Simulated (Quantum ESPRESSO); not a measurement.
# BAs (F-43m): a volume series of phonon spectra, part 2 of 8

Wanted: mode Grüneisen parameters of BAs and a free-energy fit over volumes.

Measurements to reproduce:
- volume expansion coefficient 11.55 1e-6/K near room temperature (given in “Basic Physical Properties of Cubic Boron Arsenide (three times its linear coefficient)”, 2019, arxiv:1911.11281)
- volume expansion coefficient 10.8 1e-6/K near room temperature (given in “Thermal expansion coefficients of high thermal conducting BAs and BP materials (three times its linear coefficient)”, 2019, arxiv:1906.04101)

Quantum ESPRESSO 7.5; DFT PBE, scalar-relativistic, plane waves, GBRV ultrasoft pseudopotentials.

So far. Step 2 (Probe on a coarse mesh): The start is under 3.8 GPa at this level and looks like an insulator or semiconductor on this mesh.

**3. Finding the static equilibrium**

The vibrations must be taken about the equilibrium of this functional, not about the starting cell, so the structure is relaxed.

Input file relax.in:

```
&CONTROL
  calculation   = 'vc-relax'
  prefix        = 'x'
  outdir        = './tmp'
  pseudo_dir    = './pseudo'
  tprnfor       = .true.
  tstress       = .true.
  forc_conv_thr = 2.0d-05
  etot_conv_thr = 1.0d-07
  nstep         = 40
/
&SYSTEM
  ibrav       = 0
  nat         = 2
  ntyp        = 2
  ecutwfc     = 40.0
  ecutrho     = 240.0
  occupations = 'fixed'
  nbnd        = 6
/
&ELECTRONS
  conv_thr         = 1.0d-11
  mixing_beta      = 0.7
  electron_maxstep = 100
/
&IONS
/
&CELL
  press_conv_thr = 0.1
/
ATOMIC_SPECIES
 B      10.8100  B.upf
 As     74.9216  As.upf
CELL_PARAMETERS angstrom
     0.000000000    2.388500000    2.388500000
     2.388500000    0.000000000    2.388500000
     2.388500000    2.388500000    0.000000000
ATOMIC_POSITIONS crystal
 B      0.000000000   0.000000000   0.000000000
 As     0.250000000   0.250000000   0.250000000
K_POINTS automatic
 10 10 10 0 0 0
```

On the command line:

```bash
> OMP_NUM_THREADS=1 mpirun -n 8 pw.x -nk 8 -in relax.in > relax.out
```

What it wrote:

```text
[banner, memory and clock lines left out]
Program PWSCF v.7.5

     Message from routine setup:
     using ibrav=0 with symmetry is DISCOURAGED, use correct ibrav instead

     G-vector sticks info

     bravais-lattice index     =            0
     lattice parameter (alat)  =       6.3832  a.u.
     unit-cell volume          =     183.9087 (a.u.)^3
     number of atoms/cell      =            2
     number of atomic types    =            2
     number of electrons       =         8.00
     number of Kohn-Sham states=            6
     kinetic-energy cutoff     =      40.0000  Ry
     charge density cutoff     =     240.0000  Ry
     scf convergence threshold =      1.0E-11
     mixing beta               =       0.7000
     number of iterations used =            8  plain     mixing
     energy convergence thresh.=      1.0E-07
     force convergence thresh. =      2.0E-05
     press convergence thresh. =      1.0E-01
     Exchange-correlation= SLA  PW   PBE  PBE
                           (   1   4   3   4   0   0   0)
     nstep                     =           40

     celldm(1)=   6.383210  celldm(2)=   0.000000  celldm(3)=   0.000000
     celldm(4)=   0.000000  celldm(5)=   0.000000  celldm(6)=   0.000000

     crystal axes: (cart. coord. in units of alat)
               a(1) = (   0.000000   0.707107   0.707107 )
               a(2) = (   0.707107   0.000000   0.707107 )
               a(3) = (   0.707107   0.707107   0.000000 )

     reciprocal axes: (cart. coord. in units 2 pi/alat)
               b(1) = ( -0.707107  0.707107  0.707107 )
               b(2) = (  0.707107 -0.707107  0.707107 )
               b(3) = (  0.707107  0.707107 -0.707107 )

     PseudoPot. # 1 for B  read from file:
     ./pseudo/B.upf
     Pseudo is Ultrasoft + core correction, Zval =  3.0
     Using radial grid of  781 points,  4 beta functions with:
                l(1) =   0
                l(2) =   0
                l(3) =   1
                l(4) =   1
     Q(r) pseudized with  8 coefficients,  rinner =    1.100   1.100   1.100

     PseudoPot. # 2 for As read from file:
     ./pseudo/As.upf
     Pseudo is Ultrasoft + core correction, Zval =  5.0
     Using radial grid of  875 points,  6 beta functions with:
                l(1) =   0
                l(2) =   0
                l(3) =   1
                l(4) =   1
                l(5) =   2
                l(6) =   2
     Q(r) pseudized with  8 coefficients,  rinner =    1.300   1.300   1.300
                                                       1.300   1.300

     atomic species   valence    mass     pseudopotential
     B                 3.00    10.81000     B ( 1.00)
     As                5.00    74.92160     As( 1.00)

     24 Sym. Ops. (no inversion) found

   Cartesian axes

     site n.     atom                  positions (alat units)
         1        B      tau(   1) = (   0.0000000   0.0000000   0.0000000  )
         2        As     tau(   2) = (   0.3535534   0.3535534   0.3535534  )

     number of k points=    47
                       cart. coord. in units 2pi/alat
        k(    1) = (   0.0000000   0.0000000   0.0000000), wk =   0.0020000
        k(    2) = (   0.0707107   0.0707107  -0.0707107), wk =   0.0160000
        k(    3) = (   0.1414214   0.1414214  -0.1414214), wk =   0.0160000
        k(    4) = (   0.2121320   0.2121320  -0.2121320), wk =   0.0160000
        k(    5) = (   0.2828427   0.2828427  -0.2828427), wk =   0.0160000
        k(    6) = (  -0.3535534  -0.3535534   0.3535534), wk =   0.0080000
        k(    7) = (   0.1414214  -0.0000000   0.0000000), wk =   0.0120000
        k(    8) = (   0.2121320   0.0707107  -0.0707107), wk =   0.0480000
        k(    9) = (   0.2828427   0.1414214  -0.1414214), wk =   0.0480000
        k(   10) = (   0.3535534   0.2121320  -0.2121320), wk =   0.0480000
        k(   11) = (  -0.2828427  -0.4242641   0.4242641), wk =   0.0480000
        k(   12) = (  -0.2121320  -0.3535534   0.3535534), wk =   0.0480000
        k(   13) = (  -0.1414214  -0.2828427   0.2828427), wk =   0.0480000
        k(   14) = (  -0.0707107  -0.2121320   0.2121320), wk =   0.0480000
        k(   15) = (   0.0000000  -0.1414214   0.1414214), wk =   0.0240000
        k(   16) = (   0.2828427  -0.0000000   0.0000000), wk =   0.0120000
[...]
Dense  grid:    11575 G-vectors     FFT dimensions: (  32,  32,  32)

     Smooth grid:     6231 G-vectors     FFT dimensions: (  25,  25,  25)

     Initial potential from superposition of free atoms

     starting charge       7.9995, renormalised to       8.0000
     Starting wfcs are    8 randomized atomic wfcs

     per-process dynamical memory:    17.4 Mb

     Self-consistent Calculation

     iteration #  1     ecut=    40.00 Ry     beta= 0.70
     Davidson diagonalization with overlap
     ethr =  1.00E-02,  avg # of iterations =  2.6

     total energy              =     -46.62713310 Ry
     estimated scf accuracy    <       0.14303703 Ry

     iteration #  2     ecut=    40.00 Ry     beta= 0.70
     Davidson diagonalization with overlap
     ethr =  1.79E-03,  avg # of iterations =  2.1

     total energy              =     -46.66084508 Ry
     estimated scf accuracy    <       0.03230193 Ry

     iteration #  3     ecut=    40.00 Ry     beta= 0.70
     Davidson diagonalization with overlap
     ethr =  4.04E-04,  avg # of iterations =  1.5

     total energy              =     -46.66599237 Ry
     estimated scf accuracy    <       0.00058478 Ry

     iteration #  4     ecut=    40.00 Ry     beta= 0.70
     Davidson diagonalization with overlap
     ethr =  7.31E-06,  avg # of iterations =  5.6

     total energy              =     -46.66644476 Ry
     estimated scf accuracy    <       0.00035155 Ry

     iteration #  5     ecut=    40.00 Ry     beta= 0.70
     Davidson diagonalization with overlap
     ethr =  4.39E-06,  avg # of iterations =  2.1

     total energy              =     -46.66652647 Ry
     estimated scf accuracy    <       0.00000239 Ry

     iteration #  6     ecut=    40.00 Ry     beta= 0.70
     Davidson diagonalization with overlap
     ethr =  2.99E-08,  avg # of iterations =  5.5

     total energy              =     -46.66653116 Ry
     estimated scf accuracy    <       0.00000032 Ry

     iteration #  7     ecut=    40.00 Ry     beta= 0.70
     Davidson diagonalization with overlap
     ethr =  3.97E-09,  avg # of iterations =  3.9

     total energy              =     -46.66653135 Ry
     estimated scf accuracy    <       0.00000001 Ry

     iteration #  8     ecut=    40.00 Ry     beta= 0.70
     Davidson diagonalization with overlap
[...]
b(3) = (  0.700883  0.700883 -0.700883 )

     PseudoPot. # 1 for B  read from file:
     ./pseudo/B.upf
     Pseudo is Ultrasoft + core correction, Zval =  3.0
     Using radial grid of  781 points,  4 beta functions with:
                l(1) =   0
                l(2) =   0
                l(3) =   1
                l(4) =   1
     Q(r) pseudized with  8 coefficients,  rinner =    1.100   1.100   1.100

     PseudoPot. # 2 for As read from file:
     ./pseudo/As.upf
     Pseudo is Ultrasoft + core correction, Zval =  5.0
     Using radial grid of  875 points,  6 beta functions with:
                l(1) =   0
                l(2) =   0
                l(3) =   1
                l(4) =   1
                l(5) =   2
                l(6) =   2
     Q(r) pseudized with  8 coefficients,  rinner =    1.300   1.300   1.300
                                                       1.300   1.300

     atomic species   valence    mass     pseudopotential
     B                 3.00    10.81000     B ( 1.00)
     As                5.00    74.92160     As( 1.00)

     24 Sym. Ops. (no inversion) found

   Cartesian axes

     site n.     atom                  positions (alat units)
         1        B      tau(   1) = (   0.0000000   0.0000000   0.0000000  )
         2        As     tau(   2) = (   0.3566930   0.3566930   0.3566930  )

     number of k points=    47
                       cart. coord. in units 2pi/alat
[...]
k(   40) = (   0.0000000  -0.2803531   0.4205297), wk =   0.0480000
        k(   41) = (  -0.1401766  -0.5607062   0.7008828), wk =   0.0480000
        k(   42) = (  -0.0700883  -0.4906179   0.6307945), wk =   0.0960000
        k(   43) = (   0.0000000  -0.4205297   0.5607062), wk =   0.0480000
        k(   44) = (  -0.7008828   0.1401766   0.0000000), wk =   0.0240000
        k(   45) = (  -0.1401766  -0.4205297   0.7008828), wk =   0.0480000
        k(   46) = (  -0.0700883  -0.3504414   0.6307945), wk =   0.0480000
        k(   47) = (  -0.7008828   0.2803531   0.0000000), wk =   0.0240000

     Dense  grid:    11935 G-vectors     FFT dimensions: (  32,  32,  32)

     Smooth grid:     6423 G-vectors     FFT dimensions: (  25,  25,  25)

     Initial potential from superposition of free atoms

     starting charge       7.9995, renormalised to       8.0000
     Starting wfcs are    8 randomized atomic wfcs

     per-process dynamical memory:    23.6 Mb

     Self-consistent Calculation

[...]
total energy              =     -46.66715711 Ry
[...]
iteration #  6     ecut=    40.00 Ry     beta= 0.70
     Davidson diagonalization with overlap
     ethr =  6.79E-09,  avg # of iterations =  6.3

     total energy              =     -46.66715895 Ry
     estimated scf accuracy    <       0.00000112 Ry

     iteration #  7     ecut=    40.00 Ry     beta= 0.70
     Davidson diagonalization with overlap
     ethr =  6.79E-09,  avg # of iterations =  2.2

     total energy              =     -46.66715916 Ry
     estimated scf accuracy    <          6.1E-09 Ry

     iteration #  8     ecut=    40.00 Ry     beta= 0.70
     Davidson diagonalization with overlap
     ethr =  7.63E-11,  avg # of iterations =  4.2

     total energy              =     -46.66715916 Ry
     estimated scf accuracy    <          3.0E-10 Ry

     iteration #  9     ecut=    40.00 Ry     beta= 0.70
     Davidson diagonalization with overlap
     ethr =  3.75E-12,  avg # of iterations =  4.4

     total energy              =     -46.66715916 Ry
     estimated scf accuracy    <          4.9E-12 Ry

     iteration # 10     ecut=    40.00 Ry     beta= 0.70
     Davidson diagonalization with overlap
     ethr =  1.00E-13,  avg # of iterations =  6.0

     total energy              =     -46.66715916 Ry
     estimated scf accuracy    <          8.4E-11 Ry

     iteration # 11     ecut=    40.00 Ry     beta= 0.70
     Davidson diagonalization with overlap
     ethr =  1.00E-13,  avg # of iterations =  3.2

     total energy              =     -46.66715916 Ry
     estimated scf accuracy    <          1.4E-12 Ry

     iteration # 12     ecut=    40.00 Ry     beta= 0.70
     Davidson diagonalization with overlap
     ethr =  1.00E-13,  avg # of iterations =  1.0

     total energy              =     -46.66715916 Ry
     estimated scf accuracy    <          1.6E-13 Ry

     iteration # 13     ecut=    40.00 Ry     beta= 0.70
     Davidson diagonalization with overlap
     ethr =  1.00E-13,  avg # of iterations =  1.0

     End of self-consistent calculation

          k = 0.0000 0.0000 0.0000 (   869 PWs)   bands (ev):

[...]
k = 0.0000-0.1402 0.1402 (   821 PWs)   bands (ev):

[...]
k = 0.2804 0.0000-0.0000 (   829 PWs)   bands (ev):

[...]
k = 0.3504 0.0701-0.0701 (   822 PWs)   bands (ev):

[...]
k = 0.4205 0.1402-0.1402 (   810 PWs)   bands (ev):

[...]
k = 0.0000-0.2804 0.2804 (   813 PWs)   bands (ev):

[...]
k = 0.4205 0.0000-0.0000 (   821 PWs)   bands (ev):

[...]
k = 0.4906 0.0701-0.0701 (   803 PWs)   bands (ev):

[...]
k = 0.5607 0.0000-0.0000 (   805 PWs)   bands (ev):

[...]
k = 0.2804 0.1402 0.0000 (   816 PWs)   bands (ev):

[...]
k = 0.3504 0.2103-0.0701 (   811 PWs)   bands (ev):

[...]
k =-0.2103-0.3504 0.4906 (   814 PWs)   bands (ev):

[...]
k = 0.4205 0.1402-0.0000 (   810 PWs)   bands (ev):

[...]
k =-0.2103-0.4906 0.6308 (   802 PWs)   bands (ev):

[...]
k =-0.1402-0.4205 0.5607 (   804 PWs)   bands (ev):

[...]
k =-0.0701-0.3504 0.4906 (   806 PWs)   bands (ev):

[...]
k = 0.0000-0.2804 0.4205 (   813 PWs)   bands (ev):

[...]
k =-0.1402-0.5607 0.7009 (   797 PWs)   bands (ev):

[...]
k =-0.0701-0.4906 0.6308 (   796 PWs)   bands (ev):

[...]
k = 0.0000-0.4205 0.5607 (   803 PWs)   bands (ev):

    -2.9488   0.4439   2.4766   4.5969  11.4658  14.8726

          k =-0.7009 0.1402 0.0000 (   798 PWs)   bands (ev):

    -2.7691   0.0473   3.8257   3.9013  10.7260  10.7867

          k =-0.1402-0.4205 0.7009 (   804 PWs)   bands (ev):

    -3.2703   0.7772   2.9816   4.2564  12.7002  13.5806

          k =-0.0701-0.3504 0.6308 (   800 PWs)   bands (ev):

    -2.8820   0.4321   2.7581   3.9275  13.0221  13.9490

          k =-0.7009 0.2804 0.0000 (   792 PWs)   bands (ev):

    -2.6842   0.3043   3.0948   3.3374  12.8261  13.1095

     highest occupied, lowest unoccupied level (ev):     8.2937    9.5025

!    total energy              =     -46.66715916 Ry
     estimated scf accuracy    <          4.9E-15 Ry

     The total energy is the sum of the following terms:
     one-electron contribution =       6.38877650 Ry
     hartree contribution      =       1.27482296 Ry
     xc contribution           =     -34.57279552 Ry
     ewald contribution        =     -19.75796311 Ry

     convergence has been achieved in  13 iterations

     Forces acting on atoms (cartesian axes, Ry/au):

     atom    1 type  1   force =     0.00000000   -0.00000000    0.00000000
     atom    2 type  2   force =    -0.00000000    0.00000000   -0.00000000

     Total force =     0.000000     Total SCF correction =     0.000000

     Computing stress (Cartesian axis) and pressure

          total   stress  (Ry/bohr**3)                   (kbar)     P=        0.09
   0.00000062   0.00000000   0.00000000            0.09        0.00        0.00
   0.00000000   0.00000062  -0.00000000            0.00        0.09       -0.00
  -0.00000000  -0.00000000   0.00000062           -0.00       -0.00        0.09

     XML data file, charge density, pseudopotentials, collected wavefunctions
```

Elapsed: 4.9 s, on 8 MPI ranks of Arm Neoverse V1, shared host.

The steps of the relaxation:

| step | energy less that of the first step (eV) | largest force (eV/Å) | volume (Å³) |
| --- | --- | --- | --- |
| 1 | 0.0000 | 0.0000 | 27.25 |
| 2 | -0.0076 | 0.0000 | 27.77 |
| 3 | -0.0083 | 0.0000 | 27.98 |
| 4 | -0.0083 | 0.0000 | 27.98 |
| 5 | -0.0085 | 0.0000 | 27.98 |

| conventional cell, symmetrised | before | after | change |
| --- | --- | --- | --- |
| a (Å) | 4.777 | 4.819 | +0.9 % |
| b (Å) | 4.777 | 4.819 | +0.9 % |
| c (Å) | 4.777 | 4.819 | +0.9 % |
| volume (Å³/atom) | 13.63 | 13.99 | +2.7 % |

The relaxed structure:

```cif
data_structure
_symmetry_space_group_name_H-M 'P 1'
_symmetry_Int_Tables_number 1
_cell_length_a 3.4078
_cell_length_b 3.4078
_cell_length_c 3.4078
_cell_angle_alpha 60.000
_cell_angle_beta 60.000
_cell_angle_gamma 60.000
_cell_volume 27.98
loop_
_atom_site_label
_atom_site_type_symbol
_atom_site_fract_x
_atom_site_fract_y
_atom_site_fract_z
_atom_site_occupancy
B1 B 0.00000 0.00000 0.00000 1
As2 As 0.25000 0.25000 0.25000 1
```

This step gave:

| Quantity | Value |
| --- | --- |
| volume per atom | 13.99 Å³ |
| pressure | 0.009 GPa |
| gap on the k-mesh | 1.209 eV |

After the last step pw.x solved the final cell once more on a basis chosen for it, which moves the energy without moving the atoms.

(Part 2 of 8 ends here.)

[Logs are printed without paths, hosts, clocks, repeated set-up lines and the standing remarks that a program may print on its own settings, such as how far it seeks lower states.]

[Hosts, paths, dates, database ids (printed as entryN), source tags and the programs' standing remarks are cut or masked in the printed files.]

[A step with changed settings may run another functional than the one named; its input shows which.]

[Of the runs on displaced cells, only some may be shown.]
